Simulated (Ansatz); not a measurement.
# How Cu(100) screens a field, part 2 of 2

Aim: image plane and induced charge of Cu(100).

Ansatz 0.2.0; plane-wave DFT, r2SCAN, Ansatz PAW.

So far. Step 6 (Single point, field -0.1 V/Å): The dipole is -0.0372 e·Å.

**7. Single point, field 0.2 V/Å**

input.yaml reads:

```yaml
crystal:
  lattice:
    - [2.5526554801, 0.0, 0.0]
    - [0.0, 2.5526554801, 0.0]
    - [0.0, 0.0, 25.22]
  atoms:
    - { symbol: Cu, position: [0.0, 0.0, 0.3568596352] }
    - { symbol: Cu, position: [0.5, 0.5, 0.4284298176] }
    - { symbol: Cu, position: [0.0, 0.0, 0.5] }
    - { symbol: Cu, position: [0.5, 0.5, 0.5715701824] }
    - { symbol: Cu, position: [0.0, 0.0, 0.6431403648] }
kpoints:
  mp_grid: { grid: [20, 20, 1] }
hamiltonian:
  xc: r2scan
scf:
  occupations: { method: fermi_dirac, width: 0.1 }
  convergence: { dr2_threshold: 1.0e-10 }
efield:
  axis: 3
  dipole_correction: true
  ramp_position: 0.97
  ramp_width: 0.06
  amplitude: 0.2
output:
  forces: true
  write_potential: true
  write_density: true
  volumetric_format: npy
```

Launch:

```sh
$ ansatz run input.yaml --threads 4 --pin off --max-ram 6144MiB --backend cpu --events-out ev --progress --plain --runs-dir out
```

The program printed:

```text
[...]
Crystal: 5 atoms, lattice volume = 164.335 Å³
Basis set: ecut = 500 eV, 4239 PW (Γ), exchange–correlation on 80×80×768 points (64 copies of the dense FFT grid, shifted against one another)
Bands: 57, of which v1, the nominal top of the filled ones, is band 48 counted from 1 (47 counted from 0)
Symmetry: 8 space group operations
k-points: 66 of 400
[...]
k-point 0: bands = [... 44 lower, 1.3924, 1.5400, 1.5502, 1.5619, 1.5619, 2.9996, 4.3147, 6.9606, ... 5 higher]
  k-point 1: bands = [... 44 lower, 1.4194, 1.5069, 1.5255, 1.5345, 1.5793, 3.1175, 4.4503, 7.0190, ... 5 higher]
  k-point 2: bands = [... 44 lower, 1.4542, 1.4609, 1.4946, 1.5863, 1.6882, 3.4241, 4.8172, 7.1944, ... 5 higher]
  k-point 65: bands = [... 44 lower, 1.9656, 5.4055, 5.4055, 7.1679, 7.1679, 9.4289, 9.4289, 10.7362, ... 5 higher]
[key lines of the parts left out:]
SCF converged after 20 iterations
Free energy (F): -33154.755652 eV
Fermi energy:    3.099077 eV
Dipole field:    D = 0.081925 V/Å  (p = 0.074402 e·Å, saw-weighted, corrected)
```

The job ended after 2 min (4 threads of Arm Neoverse N1, shared host; peak memory 1.1 GiB; 8.1 min of CPU time).

The dipole is 0.0744 e·Å.

**8. Single point, field -0.2 V/Å**

input.yaml, as its differences from that of step 7:

```diff
@@ -23,3 +23,3 @@
   ramp_width: 0.06
-  amplitude: 0.2
+  amplitude: -0.2
 output:
```

The program printed:

```text
[...]
Crystal: 5 atoms, lattice volume = 164.335 Å³
Basis set: ecut = 500 eV, 4239 PW (Γ), exchange–correlation on 80×80×768 points (64 copies of the dense FFT grid, shifted against one another)
Bands: 57, of which v1, the nominal top of the filled ones, is band 48 counted from 1 (47 counted from 0)
Symmetry: 8 space group operations
k-points: 66 of 400
[...]
k-point 0: bands = [... 44 lower, 1.3924, 1.5400, 1.5502, 1.5619, 1.5619, 2.9996, 4.3147, 6.9606, ... 5 higher]
  k-point 1: bands = [... 44 lower, 1.4194, 1.5069, 1.5255, 1.5345, 1.5793, 3.1175, 4.4503, 7.0190, ... 5 higher]
  k-point 2: bands = [... 44 lower, 1.4542, 1.4609, 1.4946, 1.5863, 1.6882, 3.4241, 4.8172, 7.1944, ... 5 higher]
  k-point 65: bands = [... 44 lower, 1.9656, 5.4055, 5.4055, 7.1679, 7.1679, 9.4289, 9.4289, 10.7362, ... 5 higher]
[key lines of the parts left out:]
SCF converged after 20 iterations
Free energy (F): -33154.755652 eV
Fermi energy:    3.099077 eV
Dipole field:    D = -0.081925 V/Å  (p = -0.074402 e·Å, saw-weighted, corrected)
```

It took 2 min on 4 threads; peak memory 1.1 GiB.

The dipole is -0.0744 e·Å.

**9. Single point, field 0.4 V/Å**

input.yaml, as its differences from that of step 8:

```diff
@@ -23,3 +23,3 @@
   ramp_width: 0.06
-  amplitude: -0.2
+  amplitude: 0.4
 output:
@@ -29 +29,2 @@
   volumetric_format: npy
+  elf: true
```

The program printed:

```text
[...]
Crystal: 5 atoms, lattice volume = 164.335 Å³
Basis set: ecut = 500 eV, 4239 PW (Γ), exchange–correlation on 80×80×768 points (64 copies of the dense FFT grid, shifted against one another)
Bands: 57, of which v1, the nominal top of the filled ones, is band 48 counted from 1 (47 counted from 0)
Symmetry: 8 space group operations
k-points: 66 of 400
[...]
k-point 0: bands = [... 44 lower, 1.3836, 1.5293, 1.5435, 1.5533, 1.5533, 2.9858, 4.3060, 6.2507, ... 5 higher]
  k-point 1: bands = [... 44 lower, 1.4106, 1.4976, 1.5169, 1.5262, 1.5708, 3.1038, 4.4409, 6.3096, ... 5 higher]
  k-point 2: bands = [... 44 lower, 1.4438, 1.4537, 1.4860, 1.5777, 1.6793, 3.4107, 4.8058, 6.4863, ... 5 higher]
  k-point 65: bands = [... 44 lower, 1.9601, 5.3968, 5.3968, 7.1594, 7.1594, 9.4206, 9.4206, 10.7273, ... 5 higher]
[key lines of the parts left out:]
SCF converged after 22 iterations
Free energy (F): -33154.777982 eV
Fermi energy:    3.090034 eV
Dipole field:    D = 0.163986 V/Å  (p = 0.148928 e·Å, saw-weighted, corrected)
```

It took 2.1 min on 4 threads; peak memory 1.1 GiB.

Running mean over 1.805 Å of the planar mean, with the applied field; the ramp of the sawtooth is left out. Table of electron's electrostatic potential energy less the Fermi level by z:

z (Å), electron's electrostatic potential energy less the Fermi level (eV) and a bar from the least value:
```
      3.5       2.96 #######################
      4.0       3.16 ########################
      4.5       3.36 ########################
      5.0       3.55 #########################
      5.5       3.74 #########################
      6.0       3.91 #########################
      6.5       4.00 ##########################
      7.0       3.82 #########################
      7.5       2.59 #######################
      8.0      -1.42 ###############
      8.5      -6.04 #####
      9.0      -8.10 #
      9.5      -8.43 
     10.0      -8.53 
     10.5      -8.62 
     11.0      -8.65 
     11.5      -8.63 
     12.0      -8.61 
     12.5      -8.60 
     13.0      -8.60 
     13.5      -8.62 
     14.0      -8.64 
     14.5      -8.64 
     15.0      -8.56 
     15.5      -8.47 
     16.0      -8.32 #
     16.5      -7.34 ###
     17.0      -3.56 ##########
     17.5       1.28 ####################
     18.0       3.89 #########################
     18.5       4.63 ###########################
     19.0       4.97 ###########################
     19.5       5.21 ############################
     20.0       5.42 ############################
     20.5       5.62 #############################
     21.0       5.82 #############################
     21.5       6.02 ##############################
     22.0       6.22 ##############################
```

The dipole is 0.149 e·Å.

**10. The response**

This step: plane-wave DFT, r2SCAN, Ansatz PAW; screening of a field by a metal slab (Ansatz 0.2.0).

The dipoles give the slope, and the difference of two potentials shows where the field is screened.

This step gave:

- equivalent conductor thickness p/(ε₀AE): 10.33 Å
- distance between the outer atoms: 7.220 Å
- image plane, upper face: 1.600 Å
- induced electrons on the upper face over ε₀E: -0.9914
- image plane, lower face: 1.600 Å
- induced electrons on the lower face over ε₀E: 0.9914

Dipole of the cell against applied field:

```
applied field (V/Å)  dipole of the cell (e·Å)
             -0.200                   -0.0744
             -0.100                   -0.0372
             -0.050                   -0.0186
              0.000                         0
              0.050                    0.0186
              0.100                    0.0372
              0.200                    0.0744
              0.400                     0.149
```

Local field over the applied field, running mean. From the potentials at -0.05 and 0.05 V/Å; running mean over 1.805 Å. Table of local field over applied field by z:

z (Å), local field over applied field and a bar from the least value:
```
      4.5      0.997 ##############################
      5.0      0.993 ##############################
      5.5      0.980 #############################
      6.0      0.948 #############################
      6.5      0.877 ##########################
      7.0      0.738 ######################
      7.5      0.517 ################
      8.0      0.271 #########
      8.5      0.082 ###
      9.0     -0.013 
      9.5     -0.016 
     10.0      0.000 #
     10.5      0.007 #
     11.0      0.003 #
     11.5      0.001 #
     12.0      0.004 #
     12.5      0.006 #
     13.0      0.005 #
     13.5      0.002 #
     14.0      0.001 #
     14.5      0.006 #
     15.0      0.005 #
     15.5     -0.008 
     16.0     -0.022 
     16.5      0.027 #
     17.0      0.179 ######
     17.5      0.406 #############
     18.0      0.650 ####################
     18.5      0.826 #########################
     19.0      0.924 ############################
     19.5      0.969 #############################
     20.0      0.988 ##############################
     20.5      0.996 ##############################
     21.0      0.999 ##############################
```

Electrons, planar mean, per unit field. Table of induced electron density by z:

z (Å), induced electron density (e/Å³ per V/Å) and a bar from the least value:
```
      4.5    0.00002 ###############
      5.0    0.00005 ###############
      5.5    0.00014 ###############
      6.0    0.00036 ################
      6.5    0.00086 ##################
      7.0    0.00183 ######################
      7.5    0.00321 ###########################
      8.0    0.00398 ##############################
      8.5    0.00136 ####################
      9.0   -0.00028 #############
      9.5   -0.00051 #############
     10.0   -0.00013 ##############
     10.5    0.00021 ###############
     11.0    0.00004 ###############
     11.5   -0.00001 ###############
     12.0   -0.00013 ##############
     12.5    0.00001 ###############
     13.0    0.00005 ###############
     13.5    0.00011 ###############
     14.0   -0.00002 ##############
     14.5   -0.00015 ##############
     15.0   -0.00017 ##############
     15.5    0.00048 ################
     16.0    0.00033 ################
     16.5    0.00008 ###############
     17.0   -0.00336 ##
     17.5   -0.00375 
     18.0   -0.00241 #####
     18.5   -0.00122 ##########
     19.0   -0.00054 ############
     19.5   -0.00021 ##############
     20.0   -0.00008 ##############
     20.5   -0.00003 ##############
     21.0   -0.00001 ###############
```

By hand: between -0.05 and 0.05 V/Å the dipole changes by 0.03719 e·Å, a slope of 0.3719 e·Å²/V. A perfect conductor of thickness t has p = ε₀AEt, so t = 180.95 × 0.3719 / 6.516 = 10.33 Å (e/ε₀ = 180.95 V·Å, A in Å²). Less the 7.22 Å between the outer atoms, and halved, that puts each image plane 1.55 Å out.

The induced dipole is that of a conductor 10.33 Å thick.

**11. Varying the input**

This step: plane-wave DFT, r2SCAN, Ansatz PAW (Ansatz 0.2.0).

A run with a changed input: it repeats the earlier run at 0.05 V/Å with scf.occupations.width from 0.1 removed and scf.occupations.method from fermi_dirac to tetrahedron.

input.yaml, as its differences from that of step 9:

```diff
@@ -16,3 +16,3 @@
 scf:
-  occupations: { method: fermi_dirac, width: 0.1 }
+  occupations: { method: tetrahedron }
   convergence: { dr2_threshold: 1.0e-10 }
@@ -23,3 +23,3 @@
   ramp_width: 0.06
-  amplitude: 0.4
+  amplitude: 0.05
 output:
@@ -29,2 +29 @@
   volumetric_format: npy
-  elf: true
```

The program printed:

```text
Warning: output.forces, output.stress, relax.cell or npt_langevin: where a Kohn–Sham band that disperses or a degenerate level is filled in part under the method tetrahedron, the forces or the stress that this run publishes need not agree with its energy (scf.occupations.method in the input reference, under Limitations); prefer a smearing scheme for the forces or the stress
[...]
Crystal: 5 atoms, lattice volume = 164.335 Å³
Basis set: ecut = 500 eV, 4239 PW (Γ), exchange–correlation on 80×80×768 points (64 copies of the dense FFT grid, shifted against one another)
Bands: 57, of which v1, the nominal top of the filled ones, is band 48 counted from 1 (47 counted from 0)
Symmetry: 8 space group operations
k-points: 66 of 400
[...]
SCF iter   1: F=—  HF=-33154.836640 eV  |F-HF|=—  |Δ(HF+E_count)|=         —  Δρ=2.64e-2  dr2=1.06e0  dr2_τ=4.80e-3  ethr=1.77e-3  p=0.000 e·Å  D=9.38e-14 V/Å  ΔV_dip=-0.00 eV  dr2_dipole=1.96e-1  V_vac-E_F(+/−)=5.35/4.19 eV  ⟨swp⟩=8.6  Hψ=16221  notcnv=0
[...]
SCF iter  23: F=-33154.724677 eV  HF=-33154.724677 eV  |F-HF|=5.09e-11  |Δ(HF+E_count)|=   4.02e-9  Δρ=9.34e-8  dr2=4.38e-11  dr2_τ=1.33e-13  ethr=1.00e-12  p=0.019 e·Å  D=2.05e-2 V/Å  ΔV_dip=-0.52 eV  dr2_dipole=1.21e-11  V_vac-E_F(+/−)=4.77/4.13 eV  ⟨swp⟩=6.1  Hψ=20557  notcnv=0
SCF 1 converged in 23 iterations: F = -33154.724677 eV  dr2 = 4.38e-11
[...]
SCF converged after 23 iterations
Stability not checked: this state was not tested for a lower state beside it, because cold or Methfessel-Paxton smearing, or corrected tetrahedra, fill the levels in a way that the test cannot read (fill_not_monotonic; see scf.lower_state_search)
[...]
Free energy (F): -33154.724677 eV
[...]
Internal energy: -33154.724680 eV  (E = F + TS)
E sigma→0 (E₀):  -33154.724677 eV
Entropy (-TS):   0.000003 eV (0.001 meV/atom)
Fermi energy:    3.134067 eV
Dipole field:    D = 0.020456 V/Å  (p = 0.018577 e·Å, saw-weighted, corrected)
Work function:   not extracted (applied field tilts the vacuum); planar V_es + V_field profile in the machine report
[...]
--- Forces (eV/Å), atoms counted from 1 ---
  atom   1  Cu    -0.00000000     0.00000000     0.40623150
  atom   2  Cu    -0.00000000     0.00000000    -0.24440644
  atom   3  Cu     0.00000000     0.00000000    -0.00061032
  atom   4  Cu     0.00000000     0.00000000     0.24607202
  atom   5  Cu     0.00000000     0.00000000    -0.40728775
  max |Σ_I F_I| component: 9.85e-7 eV/Å
--- Band table (eV; the first three rows and the last of 66) ---
  k-point 0: bands = [... 44 lower, 1.4138, 1.5613, 1.5707, 1.5893, 1.5893, 3.0122, 4.3310, 7.4320, ... 5 higher]
  k-point 1: bands = [... 44 lower, 1.4433, 1.5289, 1.5529, 1.5555, 1.6051, 3.1305, 4.4670, 7.4895, ... 5 higher]
  k-point 2: bands = [... 44 lower, 1.4764, 1.4859, 1.5150, 1.6123, 1.7136, 3.4379, 4.8349, 7.6621, ... 5 higher]
  k-point 65: bands = [... 44 lower, 1.9832, 5.4349, 5.4349, 7.1872, 7.1872, 9.4498, 9.4498, 10.7687, ... 5 higher]
```

Elapsed: 1.8 min, on 4 threads; peak memory 1.1 GiB; 7.1 min of CPU time.

Read from the output:

| Quantity | Value |
| --- | --- |
| dipole along the normal | 0.01858 e·Å |

Force by atom:

| atom | x (eV/Å) | y (eV/Å) | z (eV/Å) | size |
| --- | --- | --- | --- | --- |
| Cu1 | 0.000 | 0.000 | 0.406 | 0.406 |
| Cu2 | 0.000 | 0.000 | -0.244 | 0.244 |
| Cu3 | 0.000 | 0.000 | -0.001 | 0.001 |
| Cu4 | 0.000 | 0.000 | 0.246 | 0.246 |
| Cu5 | 0.000 | 0.000 | -0.407 | 0.407 |

| quantity | this run | earlier run | difference |
| --- | --- | --- | --- |
| dipole along the normal (e·Å) | 0.01858 | 0.01860 | -1.8e-5 |

The dipole moves by under 0.5 % or 5e-5 e·Å. The run took 23 SCF cycles against 19.

**12. A changed input**

Another changed input: it repeats the earlier run at 0.05 V/Å with efield.dipole_correction from true to false and efield.amplitude from 0.05 to 0.02.

input.yaml, as its differences from that of step 11:

```diff
@@ -16,3 +16,3 @@
 scf:
-  occupations: { method: tetrahedron }
+  occupations: { method: fermi_dirac, width: 0.1 }
   convergence: { dr2_threshold: 1.0e-10 }
@@ -20,6 +20,6 @@
   axis: 3
-  dipole_correction: true
+  dipole_correction: false
   ramp_position: 0.97
   ramp_width: 0.06
-  amplitude: 0.05
+  amplitude: 0.02
 output:
```

The program printed:

```text
[...]
Crystal: 5 atoms, lattice volume = 164.335 Å³
Basis set: ecut = 500 eV, 4239 PW (Γ), exchange–correlation on 80×80×768 points (64 copies of the dense FFT grid, shifted against one another)
Bands: 57, of which v1, the nominal top of the filled ones, is band 48 counted from 1 (47 counted from 0)
Symmetry: 8 space group operations
k-points: 66 of 400
[...]
SCF iter   1: F=—  HF=-33154.846008 eV  |F-HF|=—  |Δ(HF+E_count)|=         —  Δρ=2.60e-2  dr2=7.22e-1  dr2_τ=4.72e-3  ethr=1.77e-3  p=0.000 e·Å  V_vac-E_F(+/−)=5.01/4.55 eV  ⟨swp⟩=8.4  Hψ=16078  notcnv=0  defer=52
[...]
SCF iter  20: F=-33154.748339 eV  HF=-33154.748339 eV  |F-HF|=1.09e-10  |Δ(HF+E_count)|=  7.28e-12  Δρ=5.35e-8  dr2=5.55e-12  dr2_τ=1.41e-14  ethr=1.00e-12  p=0.013 e·Å  V_vac-E_F(+/−)=4.72/4.29 eV  ⟨swp⟩=8.7  Hψ=18017  notcnv=0
SCF 1 converged in 20 iterations: F = -33154.748339 eV  dr2 = 5.55e-12
[...]
SCF converged after 20 iterations
[...]
Free energy (F): -33154.748339 eV
[...]
Internal energy: -33154.696702 eV  (E = F + TS)
E sigma→0 (E₀):  -33154.722520 eV
Entropy (-TS):   -0.051637 eV (-10.327 meV/atom)
Fermi energy:    3.101949 eV
Dipole field:    D = 0.013872 V/Å  (p = 0.012598 e·Å, saw-weighted)
Work function:   not extracted (applied field tilts the vacuum); planar V_es + V_field profile in the machine report
[...]
--- Forces (eV/Å), atoms counted from 1 ---
  atom   1  Cu     0.00000000     0.00000000     0.39890641
  atom   2  Cu     0.00000000     0.00000000    -0.24816226
  atom   3  Cu    -0.00000000     0.00000000    -0.00035784
  atom   4  Cu     0.00000000     0.00000000     0.24929970
  atom   5  Cu     0.00000000     0.00000000    -0.39968635
  max |Σ_I F_I| component: 3.38e-7 eV/Å
--- Band table (eV; the first three rows and the last of 66) ---
  k-point 0: bands = [... 44 lower, 1.3951, 1.5437, 1.5521, 1.5647, 1.5647, 3.0040, 4.3174, 7.4734, ... 5 higher]
  k-point 1: bands = [... 44 lower, 1.4222, 1.5098, 1.5282, 1.5371, 1.5820, 3.1218, 4.4531, 7.5307, ... 5 higher]
  k-point 2: bands = [... 44 lower, 1.4578, 1.4630, 1.4973, 1.5890, 1.6910, 3.4283, 4.8206, 7.7024, ... 5 higher]
  k-point 65: bands = [... 44 lower, 1.9658, 5.4083, 5.4083, 7.1706, 7.1706, 9.4316, 9.4316, 10.7391, ... 5 higher]
```

Elapsed: 1.9 min, on 4 threads; peak memory 1.1 GiB; 7.5 min of CPU time.

```csv
quantity,this run,earlier run,difference
dipole along the normal (e·Å),0.01260,0.01860,-0.0060
```

The applied field differs, and the slope found earlier predicts a dipole of 0.00744 e·Å; this run gives 0.0126 e·Å, 0.0052 e·Å more.

With the dipole correction off, the periodic images add a field of their own to the typed one.

These numbers are not those of the isolated slab.

**13. Outcome**

- work function: 4.51 eV
- image plane, upper face: 1.60 Å
- induced electrons on the upper face over ε₀E: -0.991
- equivalent conductor thickness p/(ε₀AE): 10.3 Å

In words: The induced charge has its centre 1.60 Å outside the outermost atoms; this is the plane from which a capacitor's gap or an image potential counts. The equivalent conductor thickness exceeds the distance between the outer atoms by 3.11 Å, about the sum of the two image-plane distances. The atoms are held at bulk positions with the tabulated experimental lattice constant.

[Long decimals in the printed logs are rounded to 6 places.]

[Logs are printed without paths, hosts, clocks, repeated set-up lines and the standing remarks that a program may print on its own settings, such as how far it seeks lower states.]

[Hosts, paths, dates, database ids (printed as entryN), source tags and the programs' standing remarks are cut or masked in the printed files.]

[Maps of the electrostatic potential energy from Ansatz leave out the sawtooth potential of an applied field or a dipole correction, so their vacuum need not be flat; planar profiles and work functions include it.]
